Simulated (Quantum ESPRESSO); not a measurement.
# Cr2O3 (Eskolaite): spin-resolved density of states, part 2 of 2

Aim: the densities of states of Cr2O3 (Eskolaite) in the lowest state of several starts.

Quantum ESPRESSO 7.5; PBEsol with U = 3.5 eV on Cr d (ortho-atomic projectors); plane waves with GBRV 1.5 PBEsol potentials, no spin-orbit coupling.

So far, absolute magnetization (μB): step 2 (ground-state run) 12.4.

## (3) Projected density of states

Level of this step: PBEsol with U = 3.5 eV on Cr d (ortho-atomic projectors); plane waves with GBRV 1.5 PBEsol potentials, no spin-orbit coupling, projections on orthogonalised atomic orbitals (Quantum ESPRESSO).

File projwfc.in:

```
&PROJWFC
  prefix = 'pwscf'
  outdir = './tmp'
  filpdos = 'pdos'
  ngauss = 0
  degauss = 0.01
  DeltaE = 0.05
  Emin = 3.39
  Emax = 17.39
/
```

Launch:

```console
$ OMP_NUM_THREADS=1 mpirun -n 4 projwfc.x -nk 4 -in projwfc.in > projwfc.out
```

The program printed:

```text
[banner, memory and clock lines left out]
Program PROJWFC v.7.5 starts

     [... lines left out ...]
     IMPORTANT: XC functional enforced from input :
     Exchange-correlation= PBESOL
                           (   1   4  10   8   0   0   0)
     Any further DFT definition will be discarded
     Please, verify this is what you really want

     G-vector sticks info

     Check: negative core charge=   -0.000008

     negative rho (up, down):  7.923E-03 7.923E-03

     Gaussian broadening (read from input): ngauss,degauss=   0    0.010000

     Calling projwave ....

  Problem Sizes
  natomwfc =           64
  nbnd     =           64
  nkstot   =           64
  npwx     =         2802
  nkb      =          150

     Atomic states used for projection
     (read from pseudopotential files):

     state #   1: atom   1 (Cr1), wfc  1 (l=0 m= 1)
     state #   2: atom   1 (Cr1), wfc  2 (l=1 m= 1)
     state #   3: atom   1 (Cr1), wfc  2 (l=1 m= 2)
     state #   4: atom   1 (Cr1), wfc  2 (l=1 m= 3)
     state #   5: atom   1 (Cr1), wfc  3 (l=0 m= 1)
     state #   6: atom   1 (Cr1), wfc  4 (l=2 m= 1)
     state #   7: atom   1 (Cr1), wfc  4 (l=2 m= 2)
     state #   8: atom   1 (Cr1), wfc  4 (l=2 m= 3)
     state #   9: atom   1 (Cr1), wfc  4 (l=2 m= 4)
     state #  10: atom   1 (Cr1), wfc  4 (l=2 m= 5)
     state #  11: atom   2 (Cr2), wfc  1 (l=0 m= 1)
     state #  12: atom   2 (Cr2), wfc  2 (l=1 m= 1)
     state #  13: atom   2 (Cr2), wfc  2 (l=1 m= 2)
     state #  14: atom   2 (Cr2), wfc  2 (l=1 m= 3)
     state #  15: atom   2 (Cr2), wfc  3 (l=0 m= 1)
     state #  16: atom   2 (Cr2), wfc  4 (l=2 m= 1)
     state #  17: atom   2 (Cr2), wfc  4 (l=2 m= 2)
     state #  18: atom   2 (Cr2), wfc  4 (l=2 m= 3)
     state #  19: atom   2 (Cr2), wfc  4 (l=2 m= 4)
     state #  20: atom   2 (Cr2), wfc  4 (l=2 m= 5)
     state #  21: atom   3 (Cr2), wfc  1 (l=0 m= 1)
     state #  22: atom   3 (Cr2), wfc  2 (l=1 m= 1)
     state #  23: atom   3 (Cr2), wfc  2 (l=1 m= 2)
     state #  24: atom   3 (Cr2), wfc  2 (l=1 m= 3)
     state #  25: atom   3 (Cr2), wfc  3 (l=0 m= 1)
     state #  26: atom   3 (Cr2), wfc  4 (l=2 m= 1)
     state #  27: atom   3 (Cr2), wfc  4 (l=2 m= 2)
     state #  28: atom   3 (Cr2), wfc  4 (l=2 m= 3)
     state #  29: atom   3 (Cr2), wfc  4 (l=2 m= 4)
     state #  30: atom   3 (Cr2), wfc  4 (l=2 m= 5)
     state #  31: atom   4 (Cr1), wfc  1 (l=0 m= 1)
     state #  32: atom   4 (Cr1), wfc  2 (l=1 m= 1)
     state #  33: atom   4 (Cr1), wfc  2 (l=1 m= 2)
     state #  34: atom   4 (Cr1), wfc  2 (l=1 m= 3)
     state #  35: atom   4 (Cr1), wfc  3 (l=0 m= 1)
     state #  36: atom   4 (Cr1), wfc  4 (l=2 m= 1)
     state #  37: atom   4 (Cr1), wfc  4 (l=2 m= 2)
     state #  38: atom   4 (Cr1), wfc  4 (l=2 m= 3)
     state #  39: atom   4 (Cr1), wfc  4 (l=2 m= 4)
     state #  40: atom   4 (Cr1), wfc  4 (l=2 m= 5)
     state #  41: atom   5 (O  ), wfc  1 (l=0 m= 1)
     state #  42: atom   5 (O  ), wfc  2 (l=1 m= 1)
     state #  43: atom   5 (O  ), wfc  2 (l=1 m= 2)
     state #  44: atom   5 (O  ), wfc  2 (l=1 m= 3)
     state #  45: atom   6 (O  ), wfc  1 (l=0 m= 1)
     state #  46: atom   6 (O  ), wfc  2 (l=1 m= 1)
     state #  47: atom   6 (O  ), wfc  2 (l=1 m= 2)
     state #  48: atom   6 (O  ), wfc  2 (l=1 m= 3)
     state #  49: atom   7 (O  ), wfc  1 (l=0 m= 1)
     state #  50: atom   7 (O  ), wfc  2 (l=1 m= 1)
     state #  51: atom   7 (O  ), wfc  2 (l=1 m= 2)
     state #  52: atom   7 (O  ), wfc  2 (l=1 m= 3)
     state #  53: atom   8 (O  ), wfc  1 (l=0 m= 1)
     state #  54: atom   8 (O  ), wfc  2 (l=1 m= 1)
     state #  55: atom   8 (O  ), wfc  2 (l=1 m= 2)
     state #  56: atom   8 (O  ), wfc  2 (l=1 m= 3)
     state #  57: atom   9 (O  ), wfc  1 (l=0 m= 1)
     state #  58: atom   9 (O  ), wfc  2 (l=1 m= 1)
     state #  59: atom   9 (O  ), wfc  2 (l=1 m= 2)
     state #  60: atom   9 (O  ), wfc  2 (l=1 m= 3)
     state #  61: atom  10 (O  ), wfc  1 (l=0 m= 1)
     state #  62: atom  10 (O  ), wfc  2 (l=1 m= 1)
     state #  63: atom  10 (O  ), wfc  2 (l=1 m= 2)
     state #  64: atom  10 (O  ), wfc  2 (l=1 m= 3)

 [... projections of the bands left out ...]

Lowdin Charges:

     Atom #   1: total charge =  12.5966, s =  2.4493, p =  5.9963, d =  4.1510,
                 spin up      =   7.7963, s =  1.2341,
                 spin up      =   7.7963, p =  2.9983, pz=  0.9995, px=  0.9994, py=  0.9994,
                 spin up      =   7.7963, d =  3.5639, dz2=  0.9805, dxz=  0.5384, dyz=  0.5384, dx2-y2=  0.7534, dxy=  0.7534,
                 spin down    =   4.8003, s =  1.2153,
                 spin down    =   4.8003, p =  2.9979, pz=  0.9993, px=  0.9993, py=  0.9993,
                 spin down    =   4.8003, d =  0.5871, dz2=  0.0700, dxz=  0.1548, dyz=  0.1548, dx2-y2=  0.1037, dxy=  0.1037,
                 polarization =   2.9961, s =  0.0188, p =  0.0004, d =  2.9768,
     Atom #   2: total charge =  12.5966, s =  2.4493, p =  5.9963, d =  4.1510,
                 spin up      =   4.8003, s =  1.2153,
                 spin up      =   4.8003, p =  2.9979, pz=  0.9993, px=  0.9993, py=  0.9993,
                 spin up      =   4.8003, d =  0.5871, dz2=  0.0700, dxz=  0.1548, dyz=  0.1548, dx2-y2=  0.1037, dxy=  0.1037,
                 spin down    =   7.7963, s =  1.2341,
                 spin down    =   7.7963, p =  2.9983, pz=  0.9995, px=  0.9994, py=  0.9994,
                 spin down    =   7.7963, d =  3.5639, dz2=  0.9805, dxz=  0.5384, dyz=  0.5384, dx2-y2=  0.7534, dxy=  0.7534,
                 polarization =  -2.9961, s = -0.0188, p = -0.0004, d = -2.9768,
     Atom #   3: total charge =  12.5966, s =  2.4493, p =  5.9963, d =  4.1510,
                 spin up      =   4.8003, s =  1.2153,
                 spin up      =   4.8003, p =  2.9979, pz=  0.9993, px=  0.9993, py=  0.9993,
                 spin up      =   4.8003, d =  0.5871, dz2=  0.0700, dxz=  0.1548, dyz=  0.1548, dx2-y2=  0.1037, dxy=  0.1037,
                 spin down    =   7.7963, s =  1.2341,
                 spin down    =   7.7963, p =  2.9983, pz=  0.9995, px=  0.9994, py=  0.9994,
                 spin down    =   7.7963, d =  3.5639, dz2=  0.9805, dxz=  0.5384, dyz=  0.5384, dx2-y2=  0.7534, dxy=  0.7534,
                 polarization =  -2.9961, s = -0.0188, p = -0.0004, d = -2.9768,
     Atom #   4: total charge =  12.5966, s =  2.4493, p =  5.9963, d =  4.1510,
                 spin up      =   7.7963, s =  1.2341,
                 spin up      =   7.7963, p =  2.9983, pz=  0.9995, px=  0.9994, py=  0.9994,
                 spin up      =   7.7963, d =  3.5639, dz2=  0.9805, dxz=  0.5384, dyz=  0.5384, dx2-y2=  0.7534, dxy=  0.7534,
                 spin down    =   4.8003, s =  1.2153,
                 spin down    =   4.8003, p =  2.9979, pz=  0.9993, px=  0.9993, py=  0.9993,
                 spin down    =   4.8003, d =  0.5871, dz2=  0.0700, dxz=  0.1548, dyz=  0.1548, dx2-y2=  0.1037, dxy=  0.1037,
                 polarization =   2.9961, s =  0.0188, p =  0.0004, d =  2.9768,
     Atom #   5: total charge =   6.8675, s =  1.8014, p =  5.0661, d =  0.0000,
                 spin up      =   3.4338, s =  0.9007,
                 spin up      =   3.4338, p =  2.5331, pz=  0.8458, px=  0.8316, py=  0.8557,
                 spin up      =   3.4338, d =  0.0000, dz2=  0.0000, dxz=  0.0000, dyz=  0.0000, dx2-y2=  0.0000, dxy=  0.0000,
                 spin down    =   3.4338, s =  0.9007,
                 spin down    =   3.4338, p =  2.5331, pz=  0.8458, px=  0.8316, py=  0.8557,
                 spin down    =   3.4338, d =  0.0000, dz2=  0.0000, dxz=  0.0000, dyz=  0.0000, dx2-y2=  0.0000, dxy=  0.0000,
                 polarization =   0.0000, s =  0.0000, p =  0.0000, d =  0.0000,
     Atom #   6: total charge =   6.8675, s =  1.8014, p =  5.0661, d =  0.0000,
                 spin up      =   3.4338, s =  0.9007,
                 spin up      =   3.4338, p =  2.5331, pz=  0.8458, px=  0.8390, py=  0.8482,
                 spin up      =   3.4338, d =  0.0000, dz2=  0.0000, dxz=  0.0000, dyz=  0.0000, dx2-y2=  0.0000, dxy=  0.0000,
                 spin down    =   3.4338, s =  0.9007,
                 spin down    =   3.4338, p =  2.5331, pz=  0.8458, px=  0.8602, py=  0.8270,
                 spin down    =   3.4338, d =  0.0000, dz2=  0.0000, dxz=  0.0000, dyz=  0.0000, dx2-y2=  0.0000, dxy=  0.0000,
                 polarization =   0.0000, s =  0.0000, p =  0.0000, d =  0.0000,
     Atom #   7: total charge =   6.8675, s =  1.8014, p =  5.0661, d =  0.0000,
                 spin up      =   3.4338, s =  0.9007,
                 spin up      =   3.4338, p =  2.5331, pz=  0.8458, px=  0.8602, py=  0.8270,
                 spin up      =   3.4338, d =  0.0000, dz2=  0.0000, dxz=  0.0000, dyz=  0.0000, dx2-y2=  0.0000, dxy=  0.0000,
                 spin down    =   3.4338, s =  0.9007,
                 spin down    =   3.4338, p =  2.5331, pz=  0.8458, px=  0.8390, py=  0.8482,
                 spin down    =   3.4338, d =  0.0000, dz2=  0.0000, dxz=  0.0000, dyz=  0.0000, dx2-y2=  0.0000, dxy=  0.0000,
                 polarization =   0.0000, s =  0.0000, p =  0.0000, d =  0.0000,
     Atom #   8: total charge =   6.8675, s =  1.8014, p =  5.0661, d =  0.0000,
                 spin up      =   3.4338, s =  0.9007,
                 spin up      =   3.4338, p =  2.5331, pz=  0.8458, px=  0.8316, py=  0.8557,
                 spin up      =   3.4338, d =  0.0000, dz2=  0.0000, dxz=  0.0000, dyz=  0.0000, dx2-y2=  0.0000, dxy=  0.0000,
                 spin down    =   3.4338, s =  0.9007,
                 spin down    =   3.4338, p =  2.5331, pz=  0.8458, px=  0.8316, py=  0.8557,
                 spin down    =   3.4338, d =  0.0000, dz2=  0.0000, dxz=  0.0000, dyz=  0.0000, dx2-y2=  0.0000, dxy=  0.0000,
                 polarization =   0.0000, s =  0.0000, p =  0.0000, d =  0.0000,
     Atom #   9: total charge =   6.8675, s =  1.8014, p =  5.0661, d =  0.0000,
                 spin up      =   3.4338, s =  0.9007,
                 spin up      =   3.4338, p =  2.5331, pz=  0.8458, px=  0.8602, py=  0.8270,
                 spin up      =   3.4338, d =  0.0000, dz2=  0.0000, dxz=  0.0000, dyz=  0.0000, dx2-y2=  0.0000, dxy=  0.0000,
                 spin down    =   3.4338, s =  0.9007,
                 spin down    =   3.4338, p =  2.5331, pz=  0.8458, px=  0.8390, py=  0.8482,
                 spin down    =   3.4338, d =  0.0000, dz2=  0.0000, dxz=  0.0000, dyz=  0.0000, dx2-y2=  0.0000, dxy=  0.0000,
                 polarization =   0.0000, s =  0.0000, p =  0.0000, d =  0.0000,
     Atom #  10: total charge =   6.8675, s =  1.8014, p =  5.0661, d =  0.0000,
                 spin up      =   3.4338, s =  0.9007,
                 spin up      =   3.4338, p =  2.5331, pz=  0.8458, px=  0.8390, py=  0.8482,
                 spin up      =   3.4338, d =  0.0000, dz2=  0.0000, dxz=  0.0000, dyz=  0.0000, dx2-y2=  0.0000, dxy=  0.0000,
                 spin down    =   3.4338, s =  0.9007,
                 spin down    =   3.4338, p =  2.5331, pz=  0.8458, px=  0.8602, py=  0.8270,
                 spin down    =   3.4338, d =  0.0000, dz2=  0.0000, dxz=  0.0000, dyz=  0.0000, dx2-y2
```

Run time: 2.8 s. Hardware: 4 MPI ranks of Arm Neoverse V2, shared host; peak memory 0.31 GiB; 12 s of CPU time.

The density of states has structure finer than the step of the table below, so its rows give means over 0.5 eV, whole bins alone (the curve runs from -9.00 to 5.05 eV). Peaks (eV: height): up -3.50: 5.44, -1.50: 6.38, 3.75: 7.6, 4.50: 5.58; down -3.50: 5.44, -1.50: 6.38, 3.75: 7.6, 4.50: 5.58; Cr1 d up -3.40: 0.525, -2.30: 1.33, -1.70: 1.82, 2.00: 1.21; Cr1 d down 3.75: 3.1, 4.50: 2.17; Cr2 d up 3.75: 3.1, 4.50: 2.17.

Gaussian broadening of 0.136 eV on the SCF mesh. Table of density of states by energy, zero at the Fermi level; means over each step; 7 of 8 lines; values in states/eV/cell:

| energy (eV) | up | down | Cr1 d up | Cr1 d down | Cr2 d up | Cr2 d down | O5 p up |
| --- | --- | --- | --- | --- | --- | --- | --- |
| -8.0 | 1.1e-4 | 1.1e-4 | 5.6e-6 | 0 | 0 | 5.6e-6 | 5.8e-6 |
| -7.5 | 0.535 | 0.535 | 0.0572 | 0.00701 | 0.00701 | 0.0572 | 0.0569 |
| -7.0 | 3.49 | 3.49 | 0.368 | 0.0614 | 0.0614 | 0.368 | 0.381 |
| -6.5 | 3.57 | 3.57 | 0.370 | 0.0765 | 0.0765 | 0.370 | 0.402 |
| -6.0 | 3.61 | 3.61 | 0.383 | 0.0862 | 0.0862 | 0.383 | 0.418 |
| -5.5 | 4.11 | 4.11 | 0.482 | 0.107 | 0.107 | 0.482 | 0.463 |
| -5.0 | 4.29 | 4.29 | 0.471 | 0.183 | 0.183 | 0.471 | 0.481 |
| -4.5 | 3.21 | 3.21 | 0.246 | 0.126 | 0.126 | 0.246 | 0.394 |
| -4.0 | 3.72 | 3.72 | 0.308 | 0.0980 | 0.0980 | 0.308 | 0.464 |
| -3.5 | 4.98 | 4.98 | 0.478 | 0.100 | 0.100 | 0.478 | 0.617 |
| -3.0 | 4.07 | 4.07 | 0.421 | 0.0659 | 0.0659 | 0.421 | 0.502 |
| -2.5 | 2.55 | 2.55 | 0.667 | 0.0416 | 0.0416 | 0.667 | 0.181 |
| -2.0 | 4.17 | 4.17 | 1.19 | 0.0590 | 0.0590 | 1.19 | 0.265 |
| -1.5 | 5.45 | 5.45 | 1.50 | 0.0544 | 0.0544 | 1.50 | 0.373 |
| -1.0 | 0.239 | 0.239 | 0.0600 | 0.00223 | 0.00223 | 0.0600 | 0.0185 |
| -0.5 | 0 | 0 | 0 | 0 | 0 | 0 | 0 |
| 0.0 | 0 | 0 | 0 | 0 | 0 | 0 | 0 |
| 0.5 | 0 | 0 | 0 | 0 | 0 | 0 | 0 |
| 1.0 | 0 | 0 | 0 | 0 | 0 | 0 | 0 |
| 1.5 | 0.234 | 0.234 | 0.0869 | 0.00599 | 0.00599 | 0.0868 | 0.00564 |
| 2.0 | 3.10 | 3.10 | 1.07 | 0.120 | 0.120 | 1.07 | 0.0876 |
| 2.5 | 2.61 | 2.61 | 0.766 | 0.221 | 0.220 | 0.766 | 0.0852 |
| 3.0 | 2.33 | 2.33 | 0.436 | 0.499 | 0.499 | 0.436 | 0.0636 |
| 3.5 | 5.67 | 5.67 | 0.195 | 2.34 | 2.34 | 0.195 | 0.0702 |
| 4.0 | 5.94 | 5.94 | 0.188 | 2.37 | 2.37 | 0.188 | 0.109 |
| 4.5 | 4.24 | 4.24 | 0.0534 | 1.65 | 1.65 | 0.0534 | 0.109 |

## (4) Summary of results

```yaml
state: antiferromagnetic
largest_moment_in_a_sphere: 2.43 μB
```

In words: The most distinct maxima of the density of states (up) lie at -4.90, -3.50, -1.50, 3.75 and 4.50 eV, the highest at 3.75 eV. These are Kohn–Sham states without spin–orbit coupling, on the mesh of the self-consistent run. The moments are opposed on like sites, so the totals of the two spins are equal and the projections on single atoms show the splitting.

[Logs and program files are shortened in this print: banners, set-up blocks, solver, clock and traceback lines can be left out without a mark of their own.]

[Logs are printed without paths, hosts, clocks, repeated set-up lines and the standing remarks that a program may print on its own settings, such as how far it seeks lower states.]

[Hosts, paths, dates, database ids (printed as entryN), source tags and the programs' standing remarks are cut or masked in the printed files.]

[Where a cell is said to come from a database of computed structures, the database is the Materials Project.]
